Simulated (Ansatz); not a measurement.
In doubt: masses and optical values from hybrid runs of this build are listed as unsure, which bears on the screening that GW takes from such a start; the elements are of a kind flagged for part-filled d or f shells, though by formal charges that shell is empty here, so the flag may not apply.

Rows from a G0W0 calculation on CeO2 (Fm-3m) (Ansatz 0.2.0; G0W0 on HSE06, plane waves, PAW; PAW set soft_1; 6×6×6 mesh, 89 empty bands, screening to 100 eV, PAW set soft_1 files), in eV. Spin-orbit coupling is left out.

```csv
row,Σx,Σc,Vxc,Z
A,-22.32,-9.50,-33.34,0.66
B,-23.03,-10.30,-34.84,0.64
C,-22.59,-9.96,-34.06,0.65
D,-25.78,3.85,-22.57,0.75
E,-23.10,-10.34,-34.96,0.64
F,-26.22,3.99,-22.87,0.76
```

Question: Which rows are filled states and which are empty ones, and how can one tell?

Filled: D and F. Empty: A, B, C and E. The sign of Σc tells: for a filled state bare exchange, which holds its interaction with itself, lies below Vxc (Σx − Vxc is -3.2 eV or lower here) and screening gives part back as a positive Σc. For an empty state Σx lies above Vxc (+11.0 eV or more) and the Coulomb hole leaves Σc negative.

[Paths, hosts, dates, memory and timing lines, banners, echoed tables and standing remarks are left out of the program output.]

[Logs are printed without paths, hosts, clocks, repeated set-up lines and the standing remarks that a program may print on its own settings, such as how far it seeks lower states.]

[Runs of the session that timed out or met a known fault of the program may be left out.]

[Cells called generated may have been cut or substituted from an entry of the Crystallography Open Database or the Materials Project.]

[Hosts, paths, dates, database ids (printed as entryN), source tags and the programs' standing remarks are cut or masked in the printed files.]
